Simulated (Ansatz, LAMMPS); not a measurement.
# Structural relaxation of amorphous polythiophene with methane (capped chains of 7 units), from a frame at 300 K (258 atoms), part 2 of 3

How does amorphous polythiophene with methane (capped chains of 7 units), from a frame at 300 K (258 atoms) relax, and what do bonds, charges and levels look like afterwards?

Ansatz 0.2.0; Kohn-Sham DFT, PBE+D4, PAW (set soft_2), plane waves.

The cell: 126 C, 28 S and 104 H. The network of contacts between molecules at the start is that of the classical potential that made the cell. Only the Γ point is sampled, in a cell whose shortest periodic width is 15 Å.

So far. Step 3 (Single point at the start): Neighbours are counted within 1.85 Å (C-C), 1.34 Å (C-H), 2.17 Å (C-S).

### Step 4. Cell and atoms relaxed

Cell and atoms are freed together, to release stress as well as forces.

File input.yaml:

```yaml
crystal:
  lattice:
    - [14.9994, 0.0, 0.0]
    - [0.0, 14.9994, 0.0]
    - [0.0, 0.0, 14.9994]
  atoms:
    [... the 258 atom lines of step 3 ...]
kpoints:
  mp_grid: { grid: [1, 1, 1] }
hamiltonian:
  xc: pbe
  dispersion: d4
scf:
  occupations: { method: fixed }
output:
  forces: true
relax:
  f_tol: 0.05
  max_steps: 200
  cell: {}
```

Started as:

```bash
ansatz run input.yaml --threads 4 --pin off --max-ram 8192MiB --backend cpu --events-out ev --progress --plain --runs-dir out
```

Numbers of over 12 decimals in the logs are rounded to 6 here.

Log:

```text
[...]
Crystal: 258 atoms, lattice volume = 3374.595 Å³
Basis set: ecut = 420 eV, 65867 PW (Γ), exchange–correlation on 216×216×216 points (8 copies of the dense FFT grid, shifted against one another)
Bands: 646, of which v1, the nominal top of the filled ones, is band 388 counted from 1 (387 counted from 0)
Symmetry: 1 space group operations
[...]
k-points: 1
[...]
SCF iter   1: F=—  HF=-58533.571167 eV  |F-HF|=—  |Δ(HF+E_count)|=         —  Δρ=6.52e-3  dr2=3.01e0  ethr=1.77e-3  ⟨swp⟩=5.0  Hψ=2060  notcnv=0  defer=255
[...]
SCF iter   3: F=—  HF=-58532.822907 eV  |F-HF|=—  |Δ(HF+E_count)|=   5.11e-3  Δρ=1.24e-3  dr2=6.74e-2  ethr=3.58e-5  ⟨swp⟩=2.0  Hψ=690  notcnv=0  defer=120
automatic band count: iteration 3 solves 510 bands in place of 646: the levels show a gap, and the empty bands left out lie too high to hold charge; the band table lists the bands solved (type scf.n_extra_bands for more)
SCF iter   4: F=—  HF=-58532.832475 eV  |F-HF|=—  |Δ(HF+E_count)|=   9.57e-3  Δρ=5.35e-4  dr2=1.79e-2  ethr=8.69e-6  ⟨swp⟩=3.0  Hψ=760  notcnv=0  defer=120
[...]
SCF iter  11: F=-58532.835637 eV  HF=-58532.835637 eV  |F-HF|=4.32e-9  |Δ(HF+E_count)|=   2.12e-8  Δρ=5.91e-7  dr2=2.07e-8  ethr=1.29e-11  ⟨swp⟩=4.0  Hψ=1378  notcnv=0
SCF 1 converged in 11 iterations: F = -58532.835637 eV  dr2 = 2.07e-8
[...]
relax step   1: F+E_penalty+E_count = -58532.83563749 eV  Δ(F+E_penalty+E_count) = +0.000e0 eV  max|allowed force component| = 2.997e0 eV/Å  Δτ_max = 0.0000 Å  P = +2.096 GPa  Ω = 3374.595 Å³  (11 SCF iters, dr2 threshold 1.00e-7 eV, accepted)
[... from here on, the SCF cycles and remarks between the steps are left out ...]
relax step   2: F+E_penalty+E_count = -58539.74076892 eV  Δ(F+E_penalty+E_count) = -6.905e0 eV  max|allowed force component| = 1.555e0 eV/Å  Δτ_max = 0.1948 Å  P = -0.033 GPa  Ω = 3436.237 Å³  energy of the carried Pulay correction = -1.007e-1 eV  (8 SCF iters, dr2 threshold 2.58e-5 eV, accepted)
relax step   3: F+E_penalty+E_count = -58541.28448861 eV  Δ(F+E_penalty+E_count) = -1.544e0 eV  max|allowed force component| = 6.685e-1 eV/Å  Δτ_max = 0.1948 Å  P = -0.614 GPa  Ω = 3427.437 Å³  energy of the carried Pulay correction = -8.647e-2 eV  (7 SCF iters, dr2 threshold 2.58e-5 eV, accepted)
relax step   4: F+E_penalty+E_count = -58541.89178509 eV  Δ(F+E_penalty+E_count) = -6.073e-1 eV  max|allowed force component| = 2.960e-1 eV/Å  Δτ_max = 0.2000 Å  P = -0.169 GPa  Ω = 3312.025 Å³  energy of the carried Pulay correction = +1.042e-1 eV  (8 SCF iters, dr2 threshold 2.58e-5 eV, accepted)
relax step   5: F+E_penalty+E_count = -58542.20524774 eV  Δ(F+E_penalty+E_count) = -3.135e-1 eV  max|allowed force component| = 4.589e-1 eV/Å  Δτ_max = 0.1932 Å  P = -0.129 GPa  Ω = 3292.152 Å³  energy of the carried Pulay correction = +1.376e-1 eV  (8 SCF iters, dr2 threshold 5.48e-6 eV, accepted)
relax step   6: F+E_penalty+E_count = -58542.33498501 eV  Δ(F+E_penalty+E_count) = -1.297e-1 eV  max|allowed force component| = 4.042e-1 eV/Å  Δτ_max = 0.1755 Å  P = -0.087 GPa  Ω = 3293.825 Å³  energy of the carried Pulay correction = +1.348e-1 eV  (7 SCF iters, dr2 threshold 1.32e-5 eV, accepted)
relax step   7: F+E_penalty+E_count = -58542.45108332 eV  Δ(F+E_penalty+E_count) = -1.161e-1 eV  max|allowed force component| = 2.203e-1 eV/Å  Δτ_max = 0.1710 Å  P = -0.051 GPa  Ω = 3284.305 Å³  energy of the carried Pulay correction = +1.509e-1 eV  (8 SCF iters, dr2 threshold 1.02e-5 eV, accepted)
relax step   8: F+E_penalty+E_count = -58542.54077934 eV  Δ(F+E_penalty+E_count) = -8.970e-2 eV  max|allowed force component| = 2.495e-1 eV/Å  Δτ_max = 0.1952 Å  P = -0.252 GPa  Ω = 3256.913 Å³  energy of the carried Pulay correction = +1.975e-1 eV  (9 SCF iters, dr2 threshold 3.03e-6 eV, accepted)
relax step   9: F+E_penalty+E_count = -58542.56658072 eV  Δ(F+E_penalty+E_count) = -2.580e-2 eV  max|allowed force component| = 3.308e-1 eV/Å  Δτ_max = 0.0851 Å  P = +0.076 GPa  Ω = 3259.148 Å³  energy of the carried Pulay correction = +1.937e-1 eV  (7 SCF iters, dr2 threshold 3.89e-6 eV, accepted)
relax step  10: F+E_penalty+E_count = -58542.60396583 eV  Δ(F+E_penalty+E_count) = -3.739e-2 eV  max|allowed force component| = 7.398e-2 eV/Å  Δτ_max = 0.2000 Å  P = +0.015 GPa  Ω = 3252.566 Å³  energy of the carried Pulay correction = +2.050e-1 eV  (8 SCF iters, dr2 threshold 6.84e-6 eV, accepted)
relax step  11: F+E_penalty+E_count = -58542.63774322 eV  Δ(F+E_penalty+E_count) = -3.378e-2 eV  max|allowed force component| = 1.420e-1 eV/Å  Δτ_max = 0.0796 Å  P = -0.048 GPa  Ω = 3249.981 Å³  energy of the carried Pulay correction = +2.094e-1 eV  (9 SCF iters, dr2 threshold 3.42e-7 eV, accepted)
relax step  12: F+E_penalty+E_count = -58542.64534021 eV  Δ(F+E_penalty+E_count) = -7.597e-3 eV  max|allowed force component| = 3.914e-2 eV/Å  Δτ_max = 0.0810 Å  P = +0.014 GPa  Ω = 3253.142 Å³  energy of the carried Pulay correction = +2.040e-1 eV  (7 SCF iters, dr2 threshold 1.26e-6 eV, accepted)
[...]
relax step  50: F+E_penalty+E_count = -58542.85336508 eV  Δ(F+E_penalty+E_count) = +1.778e-3 eV  max|allowed force component| = 6.912e-2 eV/Å  Δτ_max = 0.0479 Å  P = +0.007 GPa  Ω = 3222.817 Å³  energy of the carried Pulay correction = +2.561e-1 eV  (8 SCF iters, dr2 threshold 2.37e-7 eV, rejected (line search))
relax step  51: F+E_penalty+E_count = -58542.85618875 eV  Δ(F+E_penalty+E_count) = -1.045e-3 eV  max|allowed force component| = 9.635e-3 eV/Å  Δτ_max = 0.0234 Å  P = -0.001 GPa  Ω = 3226.043 Å³  energy of the carried Pulay correction = +2.505e-1 eV  (10 SCF iters, accepted)
relax step  52: F+E_penalty+E_count = -58542.69768349 eV  Δ(F+E_penalty+E_count) = +1.585e-1 eV  max|allowed force component| = 7.870e-3 eV/Å  Δτ_max = 0.0000 Å  P = -0.072 GPa  Ω = 3226.043 Å³  stress off target by 1.41e-1 GPa  SCF on the basis re-selected at this cell (its energy is not comparable with the rows above)  (6 SCF iters)
[...]
relax step  57: F+E_penalty+E_count = -58542.79067110 eV  Δ(F+E_penalty+E_count) = +3.842e-3 eV  max|allowed force component| = 8.707e-2 eV/Å  Δτ_max = 0.1148 Å  P = -0.027 GPa  Ω = 3187.859 Å³  energy of the carried Pulay correction = +6.587e-2 eV  (9 SCF iters, dr2 threshold 1.91e-7 eV, accepted)
relax step  58: F+E_penalty+E_count = -58542.78864201 eV  Δ(F+E_penalty+E_count) = +2.029e-3 eV  max|allowed force component| = 5.693e-2 eV/Å  Δτ_max = 0.0657 Å  P = -0.009 GPa  Ω = 3190.296 Å³  energy of the carried Pulay correction = +6.173e-2 eV  (7 SCF iters, dr2 threshold 4.74e-7 eV, accepted)
relax step  59: F+E_penalty+E_count = -58542.79461274 eV  Δ(F+E_penalty+E_count) = -5.971e-3 eV  max|allowed force component| = 7.900e-2 eV/Å  Δτ_max = 0.0712 Å  P = -0.012 GPa  Ω = 3187.294 Å³  energy of the carried Pulay correction = +6.680e-2 eV  (8 SCF iters, dr2 threshold 2.03e-7 eV, accepted)
relax step  60: F+E_penalty+E_count = -58542.79563896 eV  Δ(F+E_penalty+E_count) = -1.026e-3 eV  max|allowed force component| = 1.898e-2 eV/Å  Δτ_max = 0.0208 Å  P = -0.001 GPa  Ω = 3187.433 Å³  energy of the carried Pulay correction = +6.655e-2 eV  (6 SCF iters, dr2 threshold 3.90e-7 eV, accepted)
relax step  61: F+E_penalty+E_count = -58542.74086434 eV  Δ(F+E_penalty+E_count) = +5.477e-2 eV  max|allowed force component| = 1.777e-2 eV/Å  Δτ_max = 0.0000 Å  P = -0.013 GPa  Ω = 3187.433 Å³  stress off target by 5.14e-2 GPa  SCF on the basis re-selected at this cell (its energy is not comparable with the rows above)  (6 SCF iters)
relax step  62: F+E_penalty+E_count = -58542.74773144 eV  Δ(F+E_penalty+E_count) = -6.867e-3 eV  max|allowed force component| = 1.171e-1 eV/Å  Δτ_max = 0.0974 Å  P = -0.044 GPa  Ω = 3185.649 Å³  energy of the carried Pulay correction = +3.193e-3 eV  (10 SCF iters, dr2 threshold 6.61e-9 eV, accepted)
relax step  63: F+E_penalty+E_count = -58542.75688498 eV  Δ(F+E_penalty+E_count) = -9.154e-3 eV  max|allowed force component| = 6.209e-2 eV/Å  Δτ_max = 0.0190 Å  P = -0.029 GPa  Ω = 3182.212 Å³  energy of the carried Pulay correction = +9.230e-3 eV  (6 SCF iters, dr2 threshold 8.57e-7 eV, accepted)
relax step  64: F+E_penalty+E_count = -58542.76937434 eV  Δ(F+E_penalty+E_count) = -1.249e-2 eV  max|allowed force component| = 5.615e-2 eV/Å  Δτ_max = 0.0709 Å  P = -0.014 GPa  Ω = 3176.379 Å³  energy of the carried Pulay correction = +1.940e-2 eV  (9 SCF iters, dr2 threshold 2.41e-7 eV, accepted)
relax step  65: F+E_penalty+E_count = -58542.77167389 eV  Δ(F+E_penalty+E_count) = -2.300e-3 eV  max|allowed force component| = 4.167e-2 eV/Å  Δτ_max = 0.0215 Å  P = +0.005 GPa  Ω = 3175.407 Å³  energy of the carried Pulay correction = +2.110e-2 eV  (7 SCF iters, dr2 threshold 1.97e-7 eV, accepted)
relax step  66: F+E_penalty+E_count = -58542.75519264 eV  Δ(F+E_penalty+E_count) = +1.648e-2 eV  max|allowed force component| = 4.225e-2 eV/Å  Δτ_max = 0.0000 Å  P = +0.003 GPa  Ω = 3175.407 Å³  stress off target by 1.42e-2 GPa  SCF on the basis re-selected at this cell (its energy is not comparable with the rows above)  (6 SCF iters)
[...]
SCF converged after 6 iterations
Free energy (F): -58542.755193 eV
[...]
Internal energy: -58542.755193 eV  (E = F + TS)
E sigma→0 (E₀):  -58542.755193 eV
Fermi energy:    1.936530 eV
[...]
--- Forces (eV/Å), atoms counted from 1 ---
  atom   1  C      0.00226394     0.00008078     0.00411256
  atom   2  C      0.00078200    -0.00039244    -0.00279681
  atom   3  C     -0.00028776     0.00121387     0.00043487
  atom   4  C      0.00127001    -0.00202604     0.00070449
  atom   5  C     -0.00385925     0.00612333    -0.00404800
  atom   6  S     -0.00059272    -0.00534071     0.00315820
  atom   7  C      0.00391347    -0.00241092     0.00232454
  atom   8  C     -0.00352907     0.00077710    -0.00154360
  atom   9  C     -0.00101330    -0.00069017    -0.00058354
  atom  10  C     -0.00214222    -0.00330592     0.00144853
  atom  11  S      0.00004910     0.00632348     0.00052330
  atom  12  C      0.00482299     0.00226506    -0.00115581
  atom  13  C      0.00342805    -0.00031261    -0.00043102
  atom  14  C     -0.00245658     0.00022153     0.00167706
[...]
atom 257  H     -0.02159442    -0.02909625    -0.01244620
  atom 258  H     -0.00916958     0.03712101     0.01531709
  max |Σ_I F_I| component: 1.15e-5 eV/Å
--- Stress (GPa, compression-positive) ---
       -0.004442      -0.000477      -0.004659
       -0.000477       0.005627       0.006198
       -0.004659       0.006198       0.008372
  P = ⅓ Tr σ = 0.0032 GPa (0.032 kbar)
--- Relaxed structure (63 steps of the walk, 59 accepted, 3 SCFs on fresh bases) ---
  F+E_penalty+E_count = -58542.75519264 eV   max|allowed force component| = 4.225e-2 eV/Å   (the final SCF, on the basis selected at the relaxed cell)
  cell:  # Å, volume = 3175.4066 Å³
    - [14.581584, 0.477645, -0.566259]
    - [0.477645, 14.888752, 0.265765]
    - [-0.566259, 0.265765, 14.669174]
  atoms:
    - { symbol: C, position: [0.045863, 1.006484, 0.862270] }
    - { symbol: C, position: [0.118537, 0.969411, 0.932801] }
    - { symbol: C, position: [0.121362, 0.889693, -0.016433] }
    - { symbol: C, position: [0.202673, 0.872513, 0.041924] }
[...]
- { symbol: H, position: [0.955954, 0.474839, 0.240014] }
```

It took 16 min on 4 threads of AMD EPYC 9R45, shared host; peak memory 4.6 GiB.

The steps of the relaxation (22 of 66):

```
step  energy less that of the first step (eV)  largest force component (eV/Å)  pressure (GPa)  volume (Å³)
   1                                   0.0000                          2.9966            2.10      3374.60
   4                                  -9.0561                          0.2960           -0.17      3312.02
   7                                  -9.6154                          0.2203           -0.05      3284.31
  10                                  -9.7683                          0.0740            0.01      3252.57
  13                                  -9.8365                          0.1250           -0.08      3247.42
  16                                  -9.8884                          0.1340           -0.08      3241.03
  20                                  -9.9249                          0.0903           -0.02      3237.36
  23                                  -9.9432                          0.2065           -0.05      3234.83
  26                                  -9.9537                          0.3608           -0.07      3232.28
  29                                  -9.9723                          0.1888           -0.06      3230.19
  32                                  -9.9877                          0.2439           -0.04      3226.67
  35                                  -9.9992                          0.0750           -0.01      3225.97
  38                                 -10.0050                          0.1468           -0.02      3226.50
  41                                 -10.0112                          0.1634           -0.03      3226.16
  44                                 -10.0149                          0.0531            0.00      3226.35
  47                                 -10.0177                          0.0571           -0.01      3226.25
  51                                 -10.0206                          0.0096            0.00      3226.04
  54                                  -9.9450                          0.0504            0.01      3188.89
  57                                  -9.9550                          0.0871           -0.03      3187.86
  60                                  -9.9600                          0.0190            0.00      3187.43
  63                                  -9.9212                          0.0621           -0.03      3182.21
 66*                                  -9.9196                          0.0423            0.00      3175.41
```

Relaxation steps marked * repeat the geometry before them on a plane-wave basis chosen anew for their cell, so energy and pressure can jump there. Other such steps can lie between the rows shown. Relaxation steps 26, 43, 45, 50 were tried and not accepted.

```
     cell as run  before   after  change
           a (Å)  14.999  14.600  -2.7 %
           b (Å)  14.999  14.899  -0.7 %
           c (Å)  14.999  14.683  -2.1 %
           α (°)   90.00   88.01  -2.2 %
           β (°)   90.00   94.40  +4.9 %
           γ (°)   90.00   86.33  -4.1 %
volume (Å³/atom)   13.08   12.31  -5.9 %
```

The atoms that moved most (Å, as changes of fractional coordinates times the final cell):

```
atom      dx      dy      dz  length
H247  -0.464  -2.351  -0.691   2.493
H256   2.188  -0.638   0.164   2.285
H258   1.752  -0.745  -0.198   1.914
H257   0.836  -1.625   0.478   1.889
H255   1.037  -1.089  -1.080   1.851
C254   1.456  -1.036  -0.125   1.792
 H47   1.100  -0.368  -1.263   1.715
H245  -0.713  -1.275  -0.755   1.645
```

The relaxation changed the energy by -38.4 meV/atom, and atoms moved by 0.72 Å r.m.s., 2.5 Å at most.

### Step 5. Structure statistics after relaxation

Bonds before and after, by the cutoffs listed below:

```
pair  bonds before  bonds after  mean before (Å)  mean after (Å)  spread before (Å)  spread after (Å)
 C-C           116          116            1.403           1.409              0.040             0.030
 C-H           104          104            1.086           1.092              0.023             0.005
 C-S            56           56            1.727           1.739              0.029             0.004
```

Density 1.32 g/cm³, 12.31 Å³ an atom.

Pair distribution functions g(r), in bins of 0.2 Å:

```
r (Å)  total   C-C   C-H   C-S   H-H   H-S   S-S
 1.00   3.31  0.00  8.45  0.00  0.00  0.00  0.00
 1.20   0.09  0.00  0.23  0.00  0.00  0.00  0.00
 1.40   2.24  9.38  0.00  0.00  0.00  0.00  0.00
 1.60   0.00  0.00  0.00  0.00  0.00  0.00  0.00
 1.80   1.44  0.00  0.00  6.75  4.45  0.00  0.00
 2.00   0.00  0.00  0.00  0.00  0.00  0.00  0.00
 2.20   1.11  0.00  2.73  0.00  0.19  0.00  0.00
 2.40   0.51  1.65  0.00  0.00  0.75  0.00  0.00
 2.60   1.23  2.07  0.08  3.02  2.38  0.00  0.00
 2.80   0.84  0.00  0.91  2.60  1.02  0.43  0.00
 3.00   0.72  0.00  1.01  0.00  0.77  2.21  0.00
 3.20   0.85  0.26  1.01  0.82  0.86  1.66  2.12
 3.40   0.99  0.29  1.53  0.37  1.01  1.17  0.84
 3.60   1.03  0.78  0.88  0.57  1.04  3.05  0.24
 3.80   1.05  1.66  0.74  0.95  0.85  1.24  1.32
 4.00   1.01  1.35  0.88  1.02  1.05  0.63  0.40
 4.20   0.96  0.90  1.06  0.94  1.03  0.56  1.07
 4.40   1.01  0.81  1.18  0.89  0.88  1.01  2.04
 4.60   1.11  0.98  1.23  1.27  1.04  1.07  0.46
 4.80   1.19  1.33  1.32  1.13  0.81  1.00  0.84
 5.00   1.05  0.97  1.09  1.19  1.09  0.88  1.17
 5.20   1.02  1.08  0.90  1.26  1.06  1.10  0.48
 5.40   0.94  1.03  0.91  0.78  0.94  1.08  0.99
 5.60   0.95  1.01  0.96  0.91  0.89  0.91  1.13
 5.80   0.93  0.95  1.01  0.80  0.86  0.74  1.06
 6.00   1.06  1.19  1.02  1.05  0.91  1.11  1.34
 6.20   0.99  1.09  0.89  1.10  1.07  0.93  0.92
 6.40   0.95  0.98  0.91  1.06  0.88  0.98  1.19
```

Bonds by pair of elements; cutoffs follow the first minimum of g(r), held within bounds set by covalent radii, and pairs that aren't listed don't count as bonded:

```
pair A-B  cutoff (Å)  bonds  mean length (Å)  spread (Å)  shortest (Å)  B about A  A about B
     C-C        1.82    116             1.41        0.03          1.38       1.84       1.84
     C-H        1.34    104             1.09       0.005          1.09      0.825          1
     C-S        2.12     56             1.74       0.004          1.73      0.444          2
```

How many atoms have how many bonded neighbours:

```
element  mean    1   2    3   4
      C  3.11    0   0  112  14
      H     1  104   0    0   0
      S     2    0  28    0   0
```

Bond angles, per cent of each kind in bins of 5°:

```
angle (°)  C-C-H  C-C-C  C-C-S  H-C-H  C-S-C
    90–95    0.0    0.0    0.0    0.0  100.0
   95–100    0.0    0.0    0.0    0.0    0.0
  100–105    0.0    0.0    0.0    0.0    0.0
  105–110    5.1    0.0   14.3   95.0    0.0
  110–115   12.5   50.0   35.7    5.0    0.0
  115–120    0.0    0.0    7.1    0.0    0.0
  120–125   82.4    0.0   42.9    0.0    0.0
  125–130    0.0   45.5    0.0    0.0    0.0
  130–135    0.0    4.5    0.0    0.0    0.0
```

Bond angles (no mean is given where the spread exceeds 20°):

```
angle  count  mean (°)  spread (°)
C-C-H    136       121         4.6
C-C-C    112       121         7.7
C-C-S    112       116         5.4
H-C-H     60       109           1
C-S-C     28      92.7         0.2
```

Bond length by coordination (bonds to H left out):

```
element  coordination  atoms  mean bond length (Å)
      C             3    112                  1.47
      C             4      8                  1.49
```

Rings of the network by King's shortest-path rule, up to 12 atoms, one path for each pair of neighbours; H, halogens, alkali and alkaline-earth atoms are left out, and the last column divides by all other atoms, bonded or not:

```
ring size (atoms)  rings  per network atom
                5     28             0.182
```

By these cutoffs 89 % of C atoms have 3, all H atoms have 1 and all S atoms have 2 bonded neighbours. The C-C-H angle averages 121° with a spread of 5°. All rings counted have 5 atoms.

(Continued in part 3 of 3.)

[Logs are printed without paths, hosts, clocks, repeated set-up lines and the standing remarks that a program may print on its own settings, such as how far it seeks lower states.]

[Hosts, paths, dates, database ids (printed as entryN), source tags and the programs' standing remarks are cut or masked in the printed files.]
